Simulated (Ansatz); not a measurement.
# BaAlPb (built on the sites of a database entry of BaAlGe): relaxing the cell for a phonon run

Wanted: the relaxed cell of BaAlPb (built on the sites of a database entry of BaAlGe).

Method: DFT LDA, scalar-relativistic, plane waves, PAW, in Ansatz 0.2.0.

Most raw output is cut from this account.

The structure was built from a prototype and need not be the compound's stable phase.

## 1. The structure

The structure is hexagonal, space group P-6m2 (No. 187). Conventional cell: a = 4.468 Å, b = 4.468 Å, c = 5.366 Å, α = 90.00°, β = 90.00°, γ = 120.00°. Nearest to Ba lie 6 Pb at 3.72 Å and 6 Al at 3.72 Å. Nearest to Al lie 3 Pb at 2.58 Å and 6 Ba at 3.72 Å. Pb has 3 Al at 2.58 Å and 6 Ba at 3.72 Å nearest. Farther neighbours are not listed.

## 2. Probe on a coarse mesh

First a cheap look: the gap decides the mesh and the occupations, the pressure tells how far the cell has to move.

input.yaml reads:

```yaml
crystal:
  lattice:
    - [4.46791, 0.0, 0.0]
    - [-2.23395, 3.86932, 0.0]
    - [0.0, 0.0, 5.36624]
  atoms:
    - { symbol: Ba, position: [0.0, 0.0, 0.0] }
    - { symbol: Al, position: [0.66666667, 0.33333333, 0.5] }
    - { symbol: Pb, position: [0.33333333, 0.66666667, 0.5] }
kpoints:
  mp_grid: { grid: [6, 6, 4] }
hamiltonian:
  xc: lda
scf:
  occupations: { method: gaussian, width: 0.1 }
output:
  forces: true
  stress: true
  eigenvalues: true
```

Command:

```
$ ansatz run input.yaml --threads 8 --pin off --max-ram 14336MiB --backend cpu --events-out ev --progress --plain --runs-dir out
```

It took 0.74 s on 8 threads of Arm Neoverse V2, shared host; peak memory 0.38 GiB; 4.2 s of CPU time.

This step gave:

- pressure: 2.135 GPa
- volume per atom: 30.92 Å³
- gap on the k-mesh: 0 eV

The coarse mesh shows no gap and a pressure of 2.1 GPa.

## 3. Bringing the structure to rest

The cell and atoms are relaxed, since residual forces and stress would shift the frequencies.

input.yaml, the sections that differ from step 2:

```yaml
kpoints:
  mp_grid: { grid: [12, 12, 8] }
output:
  forces: true
  stress: true
  eigenvalues: true
  write_density: true
  write_potential: true
  elf: true
  volumetric_format: npy
relax:
  adjacent_minimum: "off"
  f_tol: 0.005
  max_steps: 80
  cell: { stress_tol: 0.05 }
# crystal, hamiltonian, scf: as in step 2
```

The job ended after 14 s (8 threads; peak memory 0.54 GiB).

Step by step:

```csv
step,energy less that of the first step (eV),largest force component (eV/Å),pressure (GPa),volume (Å³)
1,0.0000,0.0000,2.21,92.77
2,-0.1565,0.0000,-0.28,95.55
3,-0.1659,0.0000,0.02,94.22
4,-0.1661,0.0000,0.02,94.14
5*,-0.1668,0.0000,0.03,94.14
```

Relaxation steps marked * repeat the geometry before them on a plane-wave basis chosen anew for their cell, so energy and pressure can jump there.

Forces are held to the 12 operations that the run works with; a distortion that breaks them can't arise in this run.

| conventional cell, symmetrised | before | after | change |
| --- | --- | --- | --- |
| a (Å) | 4.468 | 4.676 | +4.7 % |
| b (Å) | 4.468 | 4.676 | +4.7 % |
| c (Å) | 5.366 | 4.972 | -7.4 % |
| volume (Å³/atom) | 30.92 | 31.38 | +1.5 % |

Final coordinates:

```xyz
3
Lattice="4.6759 0.0000 0.0000 -2.3379 4.0494 0.0000 0.0000 0.0000 4.9717" Properties=species:S:1:pos:R:3 pbc="T T T"
Ba    0.0000    0.0000    0.0000
Al    2.3379    1.3498    2.4858
Pb    0.0000    2.6996    2.4858
```

This step gave:

```yaml
pressure: 0.02588 GPa
volume_per_atom: 31.38 Å³
```

Electrostatic potential energy in the ab plane at fractional z = 0.500, with atoms of Al and Pb within 0.2 Å of it. With pseudopotentials it is smooth inside the atoms' cores, unlike the true potential.

Ten even steps from '0' (-34 eV) to '9' (11 eV), each cell a mean:
```
99998877899999
99985213789999
99840000589999
98501210699999
97113302799999
85012116888788
85000158865568
87434787556568
98888985677568
99999975786579
99999865665799
99999875567999
99999987789999
99999988899999
```
Columns run along a (4.7 Å; values clipped at the 3rd and 97th percentile), rows up along b (4.7 Å). Atoms in or near the plane, at fractional coordinates: Al at (0.67, 0.33), Pb at (0.33, 0.67).

Valence density in the ab plane at fractional z = 0.500, with atoms of Al and Pb within 0.2 Å of it. It is the smooth field of the valence electrons, not physical close to the nuclei.

Ten steps, logarithmic in the rise over the least value, from '_' (0.03 × 1e0 e/Å³) to '@' (8.67 × 1e0 e/Å³), each cell a mean:
```
______..::--====--::..______
____..--==++**++==::..______
__..--++##%%##**==::..______
..::==##@@@@%%**==::....__..
::==**%%@@@@%%++--::........
--==**%%@@%%**==--::::::::::
--==**####**==--::::::::::::
--====++==----::::......::::
::::----::::::::..____..::::
..........::::....__..::::::
..____......::........::....
________....::::::::::....__
________..::::::::::....____
________..::----::::..______
```
Columns run along a (4.7 Å), rows up along b (4.7 Å). Atoms in or near the plane, at fractional coordinates: Al at (0.67, 0.33), Pb at (0.33, 0.67).

ELF in the ab plane at fractional z = 0.500, with atoms of Al and Pb within 0.2 Å of it. It is the smooth field of the valence electrons, not physical close to the nuclei.

Values, 14 rows by 14 columns, each cell a mean:
```
0.09 0.15 0.25 0.36 0.41 0.41 0.40 0.40 0.41 0.42 0.34 0.22 0.13 0.08
0.15 0.24 0.34 0.38 0.38 0.35 0.34 0.37 0.38 0.38 0.33 0.22 0.14 0.12
0.27 0.35 0.38 0.38 0.29 0.18 0.19 0.34 0.38 0.38 0.34 0.25 0.19 0.19
0.39 0.39 0.38 0.27 0.06 0.02 0.08 0.32 0.38 0.40 0.39 0.33 0.30 0.34
0.47 0.39 0.33 0.10 0.01 0.02 0.15 0.36 0.41 0.49 0.49 0.44 0.45 0.50
0.49 0.38 0.29 0.09 0.04 0.13 0.30 0.40 0.54 0.62 0.55 0.49 0.58 0.63
0.49 0.38 0.33 0.23 0.24 0.33 0.38 0.55 0.70 0.60 0.33 0.39 0.65 0.70
0.50 0.38 0.38 0.38 0.38 0.41 0.55 0.73 0.55 0.17 0.06 0.22 0.66 0.71
0.48 0.40 0.38 0.38 0.41 0.52 0.66 0.56 0.18 0.23 0.15 0.22 0.64 0.66
0.42 0.37 0.36 0.38 0.44 0.55 0.59 0.23 0.13 0.29 0.11 0.32 0.59 0.54
0.29 0.27 0.27 0.31 0.40 0.49 0.45 0.18 0.07 0.09 0.23 0.46 0.47 0.38
0.17 0.16 0.18 0.24 0.36 0.49 0.56 0.53 0.50 0.52 0.53 0.45 0.33 0.22
0.10 0.10 0.14 0.23 0.39 0.54 0.67 0.73 0.72 0.65 0.52 0.35 0.21 0.13
0.07 0.10 0.16 0.29 0.43 0.54 0.59 0.61 0.59 0.53 0.41 0.26 0.15 0.09
```
Columns run along a (4.7 Å), rows up along b (4.7 Å). Atoms in or near the plane, at fractional coordinates: Al at (0.67, 0.33), Pb at (0.33, 0.67).

In this step the volume went from 30.92 to 31.38 Å³/atom.

## 4. Relaxing to small forces for the phonons

Phonons need a cell at rest on their own settings, so the relaxation is repeated with tight tolerances on forces and stress, using the mesh and the filling of the phonon run that follows.

input.yaml reads:

```yaml
crystal:
  lattice:
    - [4.6758578311, -3.0211e-06, 0.0]
    - [-2.3379262992, 4.0494131768, 0.0]
    - [0.0, 0.0, 4.9716626409]
  atoms:
    - { symbol: Ba, position: [0.0, 0.0, 0.0] }
    - { symbol: Al, position: [0.6666666667, 0.3333333333, 0.5] }
    - { symbol: Pb, position: [0.3333333333, 0.6666666667, 0.5] }
kpoints:
  mp_grid: { grid: [12, 12, 8] }
hamiltonian:
  xc: lda
scf:
  occupations: { method: methfessel_paxton, width: 0.2 }
output:
  forces: true
  stress: true
  eigenvalues: true
relax:
  adjacent_minimum: "off"
  f_tol: 0.001
  max_steps: 60
  cell: { stress_tol: 0.01 }
```

Elapsed: 6.7 s, on 8 threads; peak memory 0.54 GiB.

Little changed from the start: no atom moved by 0.005 Å and no cell edge by 0.1 %.

This step gave:

```
pressure        : 1.13e-4 GPa
volume per atom : 31.39 Å³
```

The forces vanish by symmetry and the pressure is 0.000 GPa, within the tolerances set. The cell now holds 31.39 Å³/atom.

## 5. What came out

| Property | Result |
| --- | --- |
| space group after relaxation (within 0.01 Å) | P-6m2 |
| lattice constant a | 4.677 Å |
| lattice constant b | 4.677 Å |
| lattice constant c | 4.972 Å |
| volume per atom | 31.4 Å³ |

What this shows: The forces vanish by symmetry and the pressure is 0.000 GPa, within the tolerances set. The cell now holds 31.39 Å³/atom. The relaxation keeps the symmetry of its start, so it says nothing on stability against lower symmetry. The runs are without spin polarisation, although the cell has an odd electron count. Spin-orbit coupling is left out, which can matter for the heavy elements here. The starting cell was built on a prototype and not taken from a measurement, so the phase need not exist.

[Logs are printed without paths, hosts, clocks, repeated set-up lines and the standing remarks that a program may print on its own settings, such as how far it seeks lower states.]

[Hosts, paths, dates, database ids (printed as entryN), source tags and the programs' standing remarks are cut or masked in the printed files.]
